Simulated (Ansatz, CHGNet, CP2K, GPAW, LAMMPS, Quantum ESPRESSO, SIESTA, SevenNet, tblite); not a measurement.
# SIESTA runs on amorphous polyacrylonitrile (as short chains C14N4H18) at 400 K (108 atoms)

Wanted: SIESTA inputs and outputs for amorphous polyacrylonitrile (as short chains C14N4H18) at 400 K (108 atoms), checked against a plane-wave reference.

Main program and level: SIESTA 5.4.2; the method is named at each step.

## 1. The structure

The cell holds 108 atoms: 42 C, 12 N and 54 H. Cell: a = 10.456 Å, b = 10.456 Å, c = 10.456 Å, α = 90.0°, β = 90.0°, γ = 90.0°. 3 polyacrylonitrile chains of 4 units with methyl end groups placed at random, at 1.06 g/cm³; overlaps pushed apart, then 20 ps at 800 K with MMFF94 bonds, angles, torsions, charges and radii (Halgren, J. Comput. Chem. 17, 490 (1996)) in harmonic and 12-6 forms. Snapshot after 30 ps at 400 K and fixed volume.

The yardstick, on the same geometry:

```
method                                           : Kohn-Sham DFT, PBE, SSSP efficiency 1.3.0 pseudopotentials, plane waves (Quantum ESPRESSO 7.5); sssp-pbe-1.3.0-efficiency, cutoffs 60/480 Ry, Γ point
r.m.s. force component                           : 0.9543 eV/Å
longest force                                    : 4.298 eV/Å
pressure                                         : 2.823 GPa
gap (highest filled to lowest empty level) : 5.927 eV
time                                             : 1.9 min on 2 MPI ranks of Arm Neoverse V2, shared host
CPU time                                         : 3.9 min
```

## 2. PBE, DZP, shift 0.01 Ry, mesh 500 Ry

Method: Kohn-Sham DFT, PBE, PseudoDojo 0.4.1 norm-conserving pseudopotentials (converted to PSML), numerical atomic orbitals (DZP), diagonalisation.

The .psml files are PseudoDojo norm-conserving potentials that we converted to this format, checked against plane waves on the same files for H, C, O, Si, Ge and Ca alone.

File input.fdf:

```
SystemLabel cell
NumberOfAtoms 108
NumberOfSpecies 3
%block ChemicalSpeciesLabel
  1 6 C
  2 7 N
  3 1 H
%endblock ChemicalSpeciesLabel
LatticeConstant 1.0 Ang
%block LatticeVectors
  10.45608 0.00000 0.00000
  0.00000 10.45608 0.00000
  0.00000 0.00000 10.45608
%endblock LatticeVectors
PAO.BasisSize DZP
PAO.EnergyShift 0.01 Ry
XC.Functional GGA
XC.Authors PBE
MeshCutoff 500 Ry
%block kgrid_Monkhorst_Pack
  1 0 0 0.0
  0 1 0 0.0
  0 0 1 0.0
%endblock kgrid_Monkhorst_Pack
SolutionMethod diagon
OccupationFunction FD
ElectronicTemperature 580 K
SCF.Mixer.Method Pulay
SCF.Mixer.Weight 0.15
SCF.Mixer.History 8
SCF.Mix Hamiltonian
MaxSCFIterations 300
SCF.DM.Tolerance 1e-04
SCF.H.Tolerance 1.0e-3 eV
WriteForces T
Write.HirshfeldPop T
Write.VoronoiPop T
Write.DM F
Write.H F
XML.Write F
AtomicCoordinatesFormat Fractional
%block AtomicCoordinatesAndAtomicSpecies
  0.11225 0.51559 0.83684 1
  0.21780 0.55469 0.92445 1
  0.32797 0.46039 0.93164 1
  0.28277 0.34061 0.97703 1
  0.24898 0.24434 0.02336 2
  0.40035 0.43115 0.80878 1
  0.47513 0.53958 0.73738 1
  0.53666 0.63106 0.82609 1
  0.57249 0.70559 0.90185 2
  0.57701 0.48824 0.65476 1
  0.52088 0.40576 0.54784 1
  0.61963 0.36806 0.45985 1
  0.68992 0.33965 0.38089 2
  0.41225 0.46885 0.46114 1
  0.46276 0.58345 0.38142 1
  0.36677 0.68559 0.40071 1
  0.29622 0.76952 0.41782 2
  0.48097 0.54761 0.23918 1
  0.07166 0.42110 0.86243 3
  0.02737 0.58077 0.82970 3
  0.15584 0.51148 0.74157 3
  0.25371 0.65312 0.89814 3
  0.18456 0.56181 0.02276 3
  0.40410 0.50141 0.98809 3
  0.33448 0.40704 0.73655 3
  0.45593 0.34300 0.82453 3
  0.40894 0.59184 0.67807 3
  0.63646 0.56617 0.62080 3
  0.63408 0.42266 0.71388 3
  0.47189 0.33029 0.59804 3
  0.32822 0.48950 0.52334 3
  0.37641 0.40460 0.38834 3
  0.55001 0.61091 0.42443 3
  0.39632 0.51076 0.19972 3
  0.54483 0.46861 0.23461 3
  0.51660 0.63337 0.18164 3
  0.98546 0.31433 0.49329 1
  0.05642 0.21552 0.41500 1
  0.08476 0.26348 0.27623 1
  0.13145 0.39192 0.29084 1
  0.16131 0.49918 0.29185 2
  0.97626 0.23795 0.17648 1
  0.93358 0.09340 0.15179 1
  0.03930 0.01535 0.10261 1
  0.11181 0.94588 0.05473 2
  0.82502 0.08435 0.05405 1
  0.69629 0.13667 0.10693 1
  0.66135 0.25896 0.06001 1
  0.61336 0.34402 0.00751 2
  0.60932 0.02602 0.11147 1
  0.46912 0.04890 0.16125 1
  0.46227 0.09525 0.29298 1
  0.46326 0.14786 0.39180 2
  0.40472 0.92075 0.15310 1
  0.93013 0.37821 0.43056 3
  0.04125 0.36980 0.55965 3
[... 48 atom lines left out ...]
  0.07981 0.70058 0.49545 3
  0.92868 0.63201 0.28302 3
  0.84070 0.74971 0.33844 3
  0.98455 0.77909 0.26886 3
%endblock AtomicCoordinatesAndAtomicSpecies
```

Run with:

```sh
> OMP_NUM_THREADS=1 mpirun -np 2 siesta < input.fdf > output.txt
```

What it wrote:

```text
Version         : 5.4.2
reinit: System Name:
reinit: System Label: cell
initatom: Reading input for the pseudopotentials and atomic orbitals ----------
Species number:   1 Atomic number:    6 Label: C
Species number:   2 Atomic number:    7 Label: N
Species number:   3 Atomic number:    1 Label: H
Ground state valence configuration (from tables):   2s02  2p02  3d00  4f00
Ground state valence configuration (from tables):   2s02  2p03  3d00  4f00
Ground state valence configuration (from tables):   1s01  2p00  3d00  4f00
---- Processing specs for species: C
GGA--PBE XC_GGA_X_PBE--XC_GGA_C_PBE pb
---- Processing specs for species: N
GGA--PBE XC_GGA_X_PBE--XC_GGA_C_PBE pb
---- Processing specs for species: H
GGA--PBE XC_GGA_X_PBE--XC_GGA_C_PBE pb
C pseudopotential only contains V_ls up to l=1 -- lmxkb reset.
N pseudopotential only contains V_ls up to l=1 -- lmxkb reset.
H pseudopotential only contains V_ls up to l=1 -- lmxkb reset.
Using PAO.SplitTailNorm
%block ChemicalSpeciesLabel
    1    6 C                       # Species index, atomic number, species label
    2    7 N                       # Species index, atomic number, species label
    3    1 H                       # Species index, atomic number, species label
%endblock ChemicalSpeciesLabel
%block PAO.Basis                 # Define Basis set
C                     2                    # Species label, number of l-shells
 n=2   0   2                         # n, l, Nzeta
   4.484      3.048
   1.000      1.000
 n=2   1   2 P   1                   # n, l, Nzeta, Polarization, NzetaPol
   5.436      3.692
   1.000      1.000
N                     2                    # Species label, number of l-shells
 n=2   0   2                         # n, l, Nzeta
   3.944      2.617
   1.000      1.000
 n=2   1   2 P   1                   # n, l, Nzeta, Polarization, NzetaPol
   4.781      3.167
   1.000      1.000
H                     1                    # Species label, number of l-shells
 n=1   0   2 P   1                   # n, l, Nzeta, Polarization, NzetaPol
   5.233      3.529
   1.000      1.000
%endblock PAO.Basis
coor:   Atomic-coordinates input format  =     Fractional
siesta: System type = bulk
initatomlists: Number of atoms, orbitals, and projectors:    108   972   702
siesta: ******************** Simulation parameters ****************************
Total number of electrons:   282.000000
Total ionic charge:   282.000000
 Kpoints in:            1 . Kpoints trimmed:            1
siesta: k-grid: Number of k-points = 1
siesta: k-points from Monkhorst-Pack grid
siesta: k-cutoff (effective) =     5.228 Ang
siesta: k-point supercell and displacements
siesta: k-grid:     1     0     0      0.000
siesta: k-grid:     0     1     0      0.000
siesta: k-grid:     0     0     1      0.000
                     ====================================
                        Single-point calculation
                     ====================================
outcell: Unit cell vectors (Ang):
       10.456080    0.000000    0.000000
        0.000000   10.456080    0.000000
        0.000000    0.000000   10.456080
outcell: Cell vector modules (Ang)   :   10.456080   10.456080   10.456080
outcell: Cell angles (23,13,12) (deg):     90.0000     90.0000     90.0000
outcell: Cell volume (Ang**3)        :   1143.1591
Gamma-point calculation with multiply-connected orbital pairs
Gamma-point calculation with multiply-connected orbital pairs
Folding of H and S implicitly performed
Folding of H and S implicitly performed
new_DM -- step:     1
Initializing Density Matrix...
Attempting to read DM from file... Failed...
DM filled with atomic data:
InitMesh: MESH = 144 x 144 x 144 = 2985984
InitMesh: Mesh cutoff (required, used) =   500.000   524.191 Ry
stepf: Fermi-Dirac step function
        iscf     Eharris(eV)        E_KS(eV)     FreeEng(eV)     dDmax    Ef(eV) dHmax(eV)
   scf:    1   -11155.710917   -11082.370406   -11082.370406  1.958811 -3.857264  7.008113
   scf:    2   -11104.395102   -11094.825714   -11094.825714  0.058348 -7.773930  4.737424
   scf:    3   -11103.742649   -11101.013084   -11101.013084  0.092269 -6.910032  1.321650
   scf:    4   -11102.296284   -11101.884566   -11101.884566  0.037453 -6.572955  0.413678
   scf:    5   -11102.110776   -11102.018200   -11102.018200  0.011719 -6.436012  0.218100
   scf:    6   -11102.047135   -11102.036873   -11102.036873  0.003785 -6.419761  0.098618
[...]
scf:   10   -11102.044361   -11102.044337   -11102.044337  0.000249 -6.415918  0.002239
   scf:   11   -11102.044348   -11102.044343   -11102.044343  0.000133 -6.415472  0.000843
   scf:   12   -11102.044344   -11102.044344   -11102.044344  0.000040 -6.415377  0.000433
SCF Convergence by DM+H criterion
max |DM_out - DM_in|         :     0.0000402550
max |H_out - H_in|      (eV) :     0.0004331921
SCF cycle converged after 12 iterations
Using DM_out to compute the final energy and forces
siesta: E_KS(eV) =           -11102.0443
siesta: E_KS - E_eggbox =    -11102.0443
siesta: Atomic forces (eV/Ang):
     1   -0.954907    0.043742   -0.484261
     2    0.129593    1.387911    0.274856
     3    0.573143    1.126288   -1.754755
     4    0.210284   -0.341981    0.978302
     5   -0.505668   -1.374200    0.414295
     6    0.720991    0.678873   -0.592130
[...]
106    0.538711   -0.511275    0.689116
   107   -3.021011    1.321695    0.101252
   108    1.950372    2.261720   -1.582313
----------------------------------------
   Tot   -0.007462    0.005085    0.000763
----------------------------------------
   Max    4.066845
   Res    1.307281    sqrt( Sum f_i^2 / 3N )
----------------------------------------
   Max    4.066845    constrained
Stress tensor Voigt[x,y,z,yz,xz,xy] (kbar):      -72.12      -73.05      -54.08       -6.88        7.52        1.95
(Free)E + p*V (eV/cell)   -11054.6553
Target enthalpy (eV/cell)   -11102.0443
siesta: Program's energy decomposition (eV):
siesta: Ebs     =     -3751.078094
siesta: Eions   =     18938.257983
siesta: Ena     =      4983.562126
siesta: Ekin    =      7719.534321
siesta: Enl     =      -635.565656
siesta: DEna    =      -320.334842
siesta: DUscf   =        32.639295
siesta: Ex      =     -3625.140992
siesta: Ec      =      -318.480612
siesta: Exc     =     -3943.621604
siesta: Eharris =    -11102.044344
siesta: Etot    =    -11102.044344
siesta: FreeEng =    -11102.044344
siesta: Final energy (eV):
siesta:  Band Struct. =   -3751.078094
siesta:       Kinetic =    7719.534321
siesta:       Hartree =    6386.496154
siesta:         Exch. =   -3625.140992
siesta:         Corr. =    -318.480612
siesta:   Exch.-corr. =   -3943.621604
siesta:  Ion-electron =  -19820.093887
siesta:       Ion-ion =   -1444.359328
siesta:         Total =  -11102.044344
siesta:         Fermi =      -6.415377
siesta: Stress tensor (static) (eV/Ang**3):
siesta:    -0.045013    0.001217    0.004696
siesta:     0.001217   -0.045593   -0.004296
siesta:     0.004696   -0.004297   -0.033757
siesta: Cell volume =       1143.159138 Ang**3
siesta: Pressure (static):
siesta:                Solid            Molecule  Units
siesta:           0.00045150          0.00032096  Ry/Bohr**3
siesta:           0.04145445          0.02946942  eV/Ang**3
siesta:          66.41734751         47.21522036  kBar
    Orbital volume contribution        =          32.841223 eV
    (Free)E + p_basis*V_orbitals       =      -11069.203121 eV
    (Free)Eharris+ p_basis*V_orbitals  =      -11069.203121 eV
Hirshfeld Atomic Populations:
Atom #   charge [q] valence [e]  Species
     1    -0.078492    4.078492  C
     2    -0.025493    4.025493  C
     3     0.025091    3.974909  C
     4     0.096923    3.903077  C
     5    -0.169004    5.169004  N
     6    -0.031311    4.031311  C
     7     0.031948    3.968052  C
[...]
9    -0.165704    5.165704  N
[...]
13    -0.164442    5.164442  N
[...]
17    -0.165915    5.165915  N
[...]
19     0.023410    0.976590  H
    20     0.024576    0.975424  H
    21     0.014801    0.985199  H
    22     0.024643    0.975357  H
    23     0.022219    0.977781  H
    24     0.038665    0.961335  H
[...]
41    -0.165492    5.165492  N
[...]
45    -0.157989    5.157989  N
[...]
--------------------
 Total    -0.000002
Voronoi Atomic Populations:
Atom #   charge [q] valence [e]  Species
[...]
81    -0.166013    5.166013  N
[...]
85    -0.157459    5.157459  N
[...]
87     0.031581    3.968419  C
    88     0.059765    3.940235  C
    89    -0.157133    5.157133  N
    90    -0.007863    4.007863  C
[...]
106     0.014937    0.985063  H
   107     0.008982    0.991018  H
   108     0.017984    0.982016  H
--------------------
 Total    -0.000002
```

It took 1.7 min on 2 MPI ranks of Arm Neoverse V2, shared host; peak memory 1.7 GiB; 3.4 min of CPU time.

Banners, paths, timers and routine set-up lines are dropped from the logs unmarked, and long logs keep their key lines alone; longer cuts are marked.

Numbers from this run, and their distance from the reference:

```
r.m.s. force component                           : 1.307 eV/Å
r.m.s. difference of force components            : 707.4 meV/Å
longest difference of force vectors              : 2992 meV/Å
force difference over r.m.s. force               : 74.13 %
slope of forces against the reference's          : 1.163
correlation of force components                  : 0.8494
gap (highest filled to lowest empty level) : 6.117 eV
gap difference                                   : 0.19 eV
pressure                                         : 6.642 GPa
pressure difference                              : 3.819 GPa
```

This run lies far from the reference in forces at the same functional.

Length of the force difference by element (eV/Å):

| element | atoms | mean | most |
| --- | --- | --- | --- |
| C | 42 | 0.89 | 2.4 |
| H | 54 | 0.66 | 0.93 |
| N | 12 | 2.6 | 3.0 |

Levels nearest the highest filled one (eV from it): -0.45, -0.42, -0.36, -0.31, -0.28, -0.25, -0.24, -0.19, -0.13, -0.06, -0.03, 0.00, 6.12, 6.27, 6.29, 6.36, 6.41, 6.55, 6.59, 6.64, 6.69, 6.76, 6.81, 6.86.

Local excerpt of 9 atoms (numbers count through the whole input) about N85, one of the 12 N atoms; x, y, z are measured from there.

| atom | x | y | z | distance (Å) | bonds | Hirshfeld charge (e) | Fx | Fy | Fz (eV/Å) |
| --- | --- | --- | --- | --- | --- | --- | --- | --- | --- |
| N85 | 0.00 | 0.00 | 0.00 | 0.00 | 1 | -0.16 | -1.31 | -0.52 | 1.46 |
| C84 | 0.91 | 0.43 | -0.59 | 1.17 | 2 | 0.07 | 0.81 | -0.11 | -1.42 |
| H94 | -2.15 | 1.23 | -0.17 | 2.48 | 1 | 0.01 | 0.27 | 0.86 | -0.46 |
| C83 | 1.85 | 0.93 | -1.59 | 2.61 | 4 | 0.04 | 0.20 | 1.50 | -0.25 |
| H64 | -0.06 | 1.77 | 2.25 | 2.86 | 1 | 0.03 | -0.06 | -0.68 | -0.38 |
| N9 | -2.56 | -1.14 | 0.90 | 2.95 | 1 | -0.17 | 0.44 | 0.97 | 0.96 |
| H102 | 1.63 | 2.06 | -1.55 | 3.05 | 1 | 0.04 | 0.48 | -0.75 | -0.17 |
| H20 | 2.19 | -2.44 | 0.15 | 3.28 | 1 | 0.02 | 0.32 | 0.16 | 0.24 |
| H104 | 0.50 | 0.78 | -3.19 | 3.32 | 1 | 0.02 | -0.58 | 0.00 | -0.30 |

Forces lie 74 % from the reference's, at 0.87 times its CPU time.

The difference per atom is largest on N (2.6 eV/Å on average, against 0.89 on C).

## 3. PBE, SZP, shift 0.01 Ry, mesh 500 Ry

Method: Kohn-Sham DFT, PBE, PseudoDojo 0.4.1 norm-conserving pseudopotentials (converted to PSML), numerical atomic orbitals (SZP), diagonalisation.

Changes to input.fdf since step 2:

```diff
@@ -14,3 +14,3 @@
 %endblock LatticeVectors
-PAO.BasisSize DZP
+PAO.BasisSize SZP
 PAO.EnergyShift 0.01 Ry
```

What it wrote:

```text
Version         : 5.4.2
reinit: System Name:
reinit: System Label: cell
initatom: Reading input for the pseudopotentials and atomic orbitals ----------
Species number:   1 Atomic number:    6 Label: C
Species number:   2 Atomic number:    7 Label: N
Species number:   3 Atomic number:    1 Label: H
Ground state valence configuration (from tables):   2s02  2p02  3d00  4f00
[... lines left out ...]
SCF Convergence by DM+H criterion
[... lines left out ...]
SCF cycle converged after 11 iterations
[... lines left out ...]
   Max    7.582261
[... lines left out ...]
   Max    7.582261    constrained
Stress tensor Voigt[x,y,z,yz,xz,xy] (kbar):     -116.91     -154.92     -110.59       -9.62       21.82        9.80
[... lines left out ...]
siesta: FreeEng =    -11028.770367
[... lines left out ...]
siesta:         Fermi =      -6.168960
[... lines left out ...]
siesta:         127.47798096        125.50404659  kBar
[... lines left out ...]
    (Free)Eharris+ p_basis*V_orbitals  =      -11000.789115 eV
Hirshfeld Atomic Populations:
Atom #   charge [q] valence [e]  Species
     1    -0.098957    4.098957  C
     2    -0.042912    4.042912  C
     3     0.016900    3.983100  C
[...]
5    -0.146860    5.146860  N
[...]
9    -0.141954    5.141954  N
[...]
13    -0.141045    5.141045  N
[...]
19     0.034004    0.965996  H
    20     0.034970    0.965030  H
    21     0.023556    0.976444  H
[...]
--------------------
 Total    -0.000006
Voronoi Atomic Populations:
Atom #   charge [q] valence [e]  Species
[...]
85    -0.150823    5.150823  N
[...]
88     0.046393    3.953607  C
    89    -0.144895    5.144895  N
    90     0.018765    3.981235  C
[...]
107    -0.002954    1.002954  H
   108     0.006009    0.993991  H
--------------------
 Total    -0.000006
```

It took 82 s on 2 MPI ranks; peak memory 1.6 GiB.

Against the reference:

| Property | Result |
| --- | --- |
| r.m.s. force component | 2.286 eV/Å |
| r.m.s. difference of force components | 1914 meV/Å |
| longest difference of force vectors | 7547 meV/Å |
| force difference over r.m.s. force | 200.6 % |
| slope of forces against the reference's | 1.359 |
| correlation of force components | 0.5672 |
| gap (highest filled to lowest empty level) | 6.229 eV |
| gap difference | 0.3021 eV |
| pressure | 12.75 GPa |
| pressure difference | 9.925 GPa |

This is a coarse setting, run to see what it loses.

Against the first run (74 %), the force difference from the reference is 201 %, at 0.82 times the CPU time, with 702 basis functions against 972: the smaller basis costs accuracy.

The difference per atom is largest on N (6.9 eV/Å on average, against 2.6 on C).

[end of part 1 of 2]

[Also dropped from logs without a mark: logging warnings of Python, and SIESTA's first energy breakdown and zero terms.]

[Logs are printed without paths, hosts, clocks, repeated set-up lines and the standing remarks that a program may print on its own settings, such as how far it seeks lower states.]

[Hosts, paths, dates, database ids (printed as entryN), source tags and the programs' standing remarks are cut or masked in the printed files.]

[The MMFF94 radii named for the starting cell were scaled by 0.96; in molecules described by MMFF94, hydrogen bound to N, O or S took a small fixed 12-6 site in their place.]
